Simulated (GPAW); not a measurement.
**Dielectric function and optical constants of SnTe**

Aim: the dielectric function of SnTe, and the optical constants that follow from it. The cell comes from an older database entry, whose edges can differ from later determinations, mostly by under a per cent.

Calculated with GPAW 26.7.0; DFT, PBE, plane-wave PAW (GPAW data sets), scalar-relativistic, RPA, optical limit.

The database entry behind the starting cell differs from later determinations by our own check (about 0.3 % short), so it need not match the best structure at ambient conditions.

**1. The starting structure**

The structure is cubic, space group Fm-3m (No. 225). The conventional cell has a = 6.302 Å, b = 6.302 Å, c = 6.302 Å, α = 90.00°, β = 90.00°, γ = 90.00°. Te has 6 Sn at 3.15 Å nearest. Sn has 6 Te at 3.15 Å nearest. Farther neighbours and most contacts between anions are not listed.

Coordinates:

```xyz
2
Lattice="0.0000 3.1509 3.1509 3.1509 0.0000 3.1509 3.1509 3.1509 0.0000" Properties=species:S:1:pos:R:3 pbc="T T T"
Te    3.1509    3.1509    3.1509
Sn    0.0000    0.0000    0.0000
```

**2. Bands for the response**

The response needs many more empty bands than the density does.

This step: DFT, PBE, plane-wave PAW (GPAW data sets), scalar-relativistic, bands at fixed density (GPAW 26.7.0).

The input, nscf.py:

```python
from ase.dft.bandgap import bandgap
from gpaw import GPAW, FermiDirac

calc = GPAW('gs.gpw').fixed_density(kpts={'size': (10, 10, 10), 'gamma': True}, nbands=62, convergence={'bands': 56},
                                    occupations=FermiDirac(0.05), txt='nscf.txt')
print('gap (eV)', bandgap(calc, output=None)[0])
print('direct gap (eV)', bandgap(calc, direct=True, output=None)[0])
print('top band over the Fermi level (eV)', min(calc.get_eigenvalues(kpt=k)[55] for k in range(len(calc.get_ibz_k_points()))) - calc.get_fermi_level())
calc.write('full.gpw', mode='all')
```

Started as:

```console
OMP_NUM_THREADS=1 python nscf.py
```

Numbers of over 12 decimals in the logs are rounded to 6 here.

The log of the run:

```text
Diagonalizing LCAO Hamiltonian
Converting LCAO to pw mode
convergence criteria:
- Maximum integral of absolute [eigenst]ate change: 4e-08 eV^2 / valence electron
maximum number of iterations: 150

SCF iterations
|iter     |      energy | eigst |  dens |
|iter:   1||             | +3.92 |       |
|iter:   2||             | +2.66 |       |
|iter:   3||             | +1.59 |       |
|iter:   4||             | +0.32 |       |
|iter:   5||             | -0.60 |       |
|iter:   6||             | -1.55 |       |
|iter:   7||             | -2.25 |       |
|iter:   8||             | -3.13 |       |
|iter:   9||             | -3.79 |       |
|iter:  10||             | -4.63 |       |
|iter:  11||             | -5.28 |       |
|iter:  12||             | -5.98 |       |
|iter:  13||             | -6.45 |       |
|iter:  14||             | -6.85 |       |
|iter:  15||             | -7.18 |       |
|iter:  16||             | -7.48c|       |
SCF steps: 16
  __  _  _
 | _ |_)|_||  |
 |__||  | ||/\| - 26.7.0

Versions:
  Python: 3.12.14
  ASE:    3.29.0
  Numpy:  2.5.5
  Scipy:  1.18.1
  Libxc:  7.0.0

Input parameters:
  mode=PW(ecut=500.0),
  convergence={'bands': 56},
  gpts=array([24, 24, 24]),
  kpts=MonkhorstPack(size=(10, 10, 10), gamma=True),
  maxiter=150,
  nbands=62,
  occupations=Occupations(name='fermi-dirac', width=0.05, fixmagmom=False),
  parallel={},
  xc=XC(name='PBE')

--- standard output ---
gap (eV) 0.106524
direct gap (eV) 0.106524
top band over the Fermi level (eV) 34.764678
```

The job ended after 2.3 min (1 thread of Arm Neoverse V1, shared host; peak memory 0.24 GiB).

**3. Dielectric function, RPA**

Transitions between filled and empty bands, summed over the zone, give the optical response, so mesh, band count and broadening shape it.

The induced potential is part of this response.

This step: DFT, PBE, plane-wave PAW (GPAW data sets), scalar-relativistic, RPA, optical limit (GPAW 26.7.0).

The input, df.py:

```python
from gpaw.response.df import DielectricFunction

df = DielectricFunction('full.gpw', frequencies={'type': 'nonlinear', 'domega0': 0.03, 'omega2': 8},
                        ecut=50,
                        eta=0.15,
                        nbands=56,
                        rate=0.05,
                        txt='df.txt')
for direction in ['x']:
    df.get_dielectric_function(xc='RPA', direction=direction, filename=f'df_{direction}.csv')
```

Started as:

```console
OMP_NUM_THREADS=1 python df.py
```

The log of the run:

```text
Using integrator: PointIntegrator
NonLinearFrequencyDescriptor(from 0.000 to 64.253 eV, 496 points)
Nonperiodic BCs:  [False False False]
Using integrator: PointIntegrator
NonLinearFrequencyDescriptor(from 0.000 to 64.253 eV, 496 points)
Nonperiodic BCs:  [False False False]
Using integrator: PointIntegrator

Calculating chi0 body with:
    Ground state adapter containing:
    Number of spins: 1
    Number of kpoints: 1000
    Number of irreducible kpoints: 47
    Number of completely occupied states: 9
    Number of partially occupied states: 13

    Linear response parametrization:
    q_c: [0.0, 0.0, 0.0]
    Number of frequency points: 496
    Planewave cutoff: 50.0
    Number of bands: 56
    Number of planewaves: 59
    Broadening (eta): 0.15

Integrating chi0 body.

Symmetries of q_c:
    Direct symmetries (Uq -> q): 48
    Indirect symmetries (TUq -> q): 0
In total 48 allowed symmetries.

47 groups of equivalent kpoints. 95.3% reduction.

Integral kind: spectral function

Calculating chi0 optical extensions with:
    Ground state adapter containing:
    Number of spins: 1
    Number of kpoints: 1000
    Number of irreducible kpoints: 47
    Number of completely occupied states: 9
    Number of partially occupied states: 13

    Linear response parametrization:
    Number of frequency points: 496
    Planewave cutoff: 50.0
    Number of bands: 56
    Number of planewaves: 59
    Broadening (eta): 0.15
Integrating chi0 head and wings.

Symmetries of q_c:
    Direct symmetries (Uq -> q): 48
    Indirect symmetries (TUq -> q): 0
In total 48 allowed symmetries.

47 groups of equivalent kpoints. 95.3% reduction.

Integral kind: spectral function wings

Calculating drude chi0 with:
    Number of frequency points:496
    Plasma frequency decay rate: 0.05 eV

    Ground state adapter containing:
    Number of spins: 1
    Number of kpoints: 1000
    Number of irreducible kpoints: 47
    Number of completely occupied states: 9
    Number of partially occupied states: 13

Symmetries of q_c:
    Direct symmetries (Uq -> q): 48
    Indirect symmetries (TUq -> q): 0
In total 48 allowed symmetries.

47 groups of equivalent kpoints. 95.3% reduction.

Integral kind: intraband
Plasma frequency:
[[0.13+0.j 0.  -0.j 0.  +0.j]
 [0.  -0.j 0.13+0.j 0.  -0.j]
 [0.  +0.j 0.  -0.j 0.13+0.j]]
```

It took 22 s on 1 thread; peak memory 0.31 GiB.

Some rows of df_x.csv (energy; Re and Im without local fields; Re and Im with them):

```text
0.000000, 110.014606, 0.000000, 105.955318, 0.000000
0.460735, 62.853951, 23.121166, 58.422276, 21.965299
0.943989, 36.216567, 68.497900, 34.855042, 64.406656
1.451455, 28.392231, 55.275522, 26.765097, 49.961077
1.984998, -29.005312, 36.457680, -28.312903, 37.523329
2.546682, -17.969678, 17.390883, -17.445521, 17.249796
3.138794, -12.157892, 11.535707, -11.752673, 11.454565
3.763875, -7.424106, 5.016073, -7.632920, 4.805145
4.424758, -3.772198, 2.579922, -4.343603, 2.409545
5.124608, -0.691758, 3.060996, -1.676343, 2.453010
5.866977, -1.040006, 5.019042, -1.331746, 3.681809
6.655862, -2.643498, 5.612475, -1.613570, 4.376670
7.495775, -2.806605, 3.032781, -2.213911, 2.656735
8.391833, -1.869202, 2.124687, -1.491792, 1.610137
9.349861, -1.655279, 1.417768, -1.249409, 1.314594
10.376517, -1.256037, 1.009749, -0.906256, 1.019226
11.479449, -0.867975, 0.674665, -0.667840, 0.746349
12.667487, -0.396906, 0.570366, -0.232478, 0.513161
13.950874, -0.213519, 0.337128, -0.131962, 0.322751
```

The Im ε, E ∥ x has structure finer than the step of the table below, so its rows give means over 0.5 eV, whole bins alone (the curve runs from 0.305 to 14.0 eV). Peaks (eV: height): 0.91: 65.1, 1.70: 77.9.

Sum at mesh points, not converged in k. Table of Im ε, E ∥ x by photon energy; means over each step:

photon energy (eV), Im ε, E ∥ x and a bar:
```
      1.0       53.9 ###########################
      1.5       59.0 ##############################
      2.0       42.1 #####################
      2.5       19.3 ##########
      3.0       12.1 ######
      3.5        6.8 ###
      4.0        4.1 ##
      4.5        2.6 #
      5.0        2.6 #
      5.5        3.7 ##
      6.0        3.9 ##
      6.5        4.0 ##
      7.0        3.6 ##
      7.5        2.7 #
      8.0        2.0 #
      8.5        1.7 #
      9.0        1.4 #
      9.5        1.2 
     10.0        1.0 
     10.5        1.0 
     11.0        0.7 
     11.5        0.7 
     12.0        0.6 
     12.5        0.5 
     13.0        0.5 
     13.5        0.4
```

Values under 1 per cm are given as 1; sum at mesh points, not converged in k. Absorption coefficient, E ∥ x against photon energy:

photon energy (eV), log10 absorption coefficient, E ∥ x (1/cm) and a bar from the least value:
```
    0.492        4.8 
    1.010        5.6 ###################
    1.486        5.8 ######################
    1.985        6.1 #############################
    2.508        6.1 #############################
    3.018        6.1 ############################
    3.510        6.1 #############################
    3.980        6.1 ############################
    4.516        6.0 ##########################
    4.981        5.9 ##########################
    5.515        5.9 ##########################
    6.021        6.0 ###########################
    6.494        6.0 ############################
    6.985        6.1 ##############################
    7.496        6.1 ##############################
    8.026        6.1 ##############################
    8.516        6.1 #############################
    9.023        6.1 #############################
    9.483        6.1 #############################
   10.026        6.1 ############################
   10.519        6.1 ############################
   11.029        6.0 ###########################
   11.479        6.0 ############################
   12.023        6.0 ###########################
   12.504        5.9 ##########################
   13.000        6.0 ##########################
   13.512        5.9 #########################
```

The Im ε, E ∥ x has structure finer than the step of the table below, so its rows give means over 0.5 eV, whole bins alone (the curve runs from 0.305 to 14.0 eV). Peaks (eV: height): without local fields 0.91: 69.6, 1.66: 83.0; with local fields 0.91: 65.1, 1.70: 77.9.

Sum at mesh points, not converged in k. Table of Im ε, E ∥ x by photon energy; means over each step:

| photon energy (eV) | without local fields | with local fields |
| --- | --- | --- |
| 1.0 | 57.6 | 53.9 |
| 1.5 | 64.3 | 59.0 |
| 2.0 | 41.9 | 42.1 |
| 2.5 | 19.7 | 19.3 |
| 3.0 | 12.3 | 12.1 |
| 3.5 | 6.73 | 6.81 |
| 4.0 | 4.10 | 4.06 |
| 4.5 | 2.80 | 2.60 |
| 5.0 | 3.08 | 2.59 |
| 5.5 | 4.97 | 3.75 |
| 6.0 | 5.20 | 3.87 |
| 6.5 | 5.35 | 4.02 |
| 7.0 | 4.12 | 3.61 |
| 7.5 | 3.07 | 2.72 |
| 8.0 | 2.12 | 1.99 |
| 8.5 | 2.05 | 1.67 |
| 9.0 | 1.48 | 1.44 |
| 9.5 | 1.30 | 1.23 |
| 10.0 | 1.03 | 1.02 |
| 10.5 | 0.921 | 0.952 |
| 11.0 | 0.748 | 0.742 |
| 11.5 | 0.692 | 0.734 |
| 12.0 | 0.564 | 0.588 |
| 12.5 | 0.520 | 0.508 |
| 13.0 | 0.517 | 0.541 |
| 13.5 | 0.393 | 0.399 |

Sum at mesh points, not converged in k. Reflectivity at normal incidence, E ∥ x against photon energy; read off at these points:

| photon energy (eV) | reflectivity at normal incidence, E ∥ x (%) |
| --- | --- |
| 0.500 | 61.3 |
| 0.750 | 65.1 |
| 0.911 | 67.1 |
| 1.000 | 65.9 |
| 1.250 | 62.0 |
| 1.500 | 64.5 |
| 1.750 | 73.9 |
| 1.949 | 77.7 |
| 2.000 | 77.2 |
| 2.250 | 72.4 |
| 2.500 | 74.3 |
| 2.750 | 72.1 |
| 3.000 | 69.2 |
| 3.250 | 71.5 |
| 3.500 | 77.2 |
| 3.552 | 78.2 |
| 3.750 | 72.1 |
| 4.000 | 72.6 |
| 4.250 | 73.6 |
| 4.500 | 63.9 |
| 4.750 | 56.3 |
| 5.000 | 50.2 |
| 5.250 | 34.4 |
| 5.500 | 32.8 |
| 5.750 | 39.7 |
| 6.000 | 36.4 |
| 6.250 | 39.5 |
| 6.500 | 36.0 |
| 6.750 | 42.6 |
| 7.000 | 46.5 |
| 7.250 | 49.2 |
| 7.500 | 47.7 |
| 7.750 | 48.6 |
| 8.000 | 56.0 |
| 8.087 | 56.9 |
| 8.250 | 53.0 |
| 8.500 | 44.3 |
| 8.750 | 46.5 |
| 9.000 | 50.5 |
| 9.088 | 50.8 |
| 9.250 | 47.5 |
| 9.500 | 47.3 |
| 9.750 | 46.4 |
| 10.000 | 48.5 |
| 10.250 | 43.2 |
| 10.500 | 44.0 |
| 10.750 | 47.5 |
| 11.000 | 45.0 |
| 11.250 | 38.8 |
| 11.500 | 42.2 |
| 11.750 | 42.0 |
| 12.000 | 42.8 |
| 12.250 | 40.2 |
| 12.500 | 39.8 |
| 12.750 | 29.6 |
| 13.000 | 34.5 |
| 13.250 | 38.1 |
| 13.500 | 36.3 |
| 13.750 | 33.9 |

Sum at mesh points, not converged in k. The loss function −Im 1/ε at q → 0, E ∥ x by energy loss; read off at these points:

| energy loss (eV) | loss function −Im 1/ε at q → 0, E ∥ x |
| --- | --- |
| 0.50 | 0.00533 |
| 1.00 | 0.0142 |
| 1.50 | 0.0146 |
| 2.00 | 0.0176 |
| 2.50 | 0.0274 |
| 3.00 | 0.0433 |
| 3.50 | 0.0368 |
| 4.00 | 0.0596 |
| 4.50 | 0.120 |
| 5.00 | 0.213 |
| 5.50 | 0.244 |
| 6.00 | 0.230 |
| 6.50 | 0.226 |
| 7.00 | 0.194 |
| 7.50 | 0.223 |
| 8.00 | 0.200 |
| 8.50 | 0.329 |
| 9.00 | 0.308 |
| 9.50 | 0.379 |
| 10.00 | 0.444 |
| 10.50 | 0.529 |
| 11.00 | 0.691 |
| 11.50 | 0.751 |
| 12.00 | 0.964 |
| 12.50 | 1.35 |
| 12.67 | 1.61 |
| 13.00 | 1.33 |
| 13.50 | 1.92 |

From ε follow the optical constants at some laser and lamp lines:

| wavelength (nm) | n | k | R (%) | 1/α |
| --- | --- | --- | --- | --- |
| 800 | 6.86 | 4.402 | 66.2 | 14 nm |
| 633 | 3.25 | 6.320 | 77.6 | 8.0 nm |
| 405 | 1.60 | 3.750 | 69.3 | 8.6 nm |
| 365 | 1.17 | 3.639 | 74.0 | 8.0 nm |
| 308 | 0.72 | 2.766 | 72.8 | 8.9 nm |
| 248 | 0.73 | 1.698 | 50.2 | 12 nm |
| 193 | 1.19 | 1.606 | 35.5 | 9.6 nm |

A polished face would reflect 74 % of daylight and look light grey (CIE x = 0.318, y = 0.331 under D65).

**4. Results**

**Reading.** At this level (PBE, RPA) SnTe is a semimetal or has a tiny gap, with few carriers whose number hangs on mesh and smearing,. The mesh is too coarse to trust the carriers' weight, the reflectivity or the colour to better than tens of per cent. A polished face would reflect 74 % of daylight and look light grey (CIE x = 0.318, y = 0.331 under D65). The carriers' damping of 0.05 eV is typed, not computed; it shapes the response at the lowest energies. Spin-orbit coupling is left out although heavy atoms are present. The gap is so small that the smearing puts carriers across it; at a true gap they would be absent, and excitons are missing too. GPAW's carrier term has the form −ωp²/(ω + i·rate)², which damps like twice the rate and fails at low energy, so the curves leave the lowest energies out. The sum runs over mesh points 0.17 Å⁻¹ apart with no interpolation, so peaks are partly noise of the mesh, and the Drude plasma energy, a sum over the Fermi surface, isn't converged.

[Machine, clock and banner lines and Python warnings are left out of the logs.]

[Logs are printed without paths, hosts, clocks, repeated set-up lines and the standing remarks that a program may print on its own settings, such as how far it seeks lower states.]

[Hosts, paths, dates, database ids (printed as entryN), source tags and the programs' standing remarks are cut or masked in the printed files.]
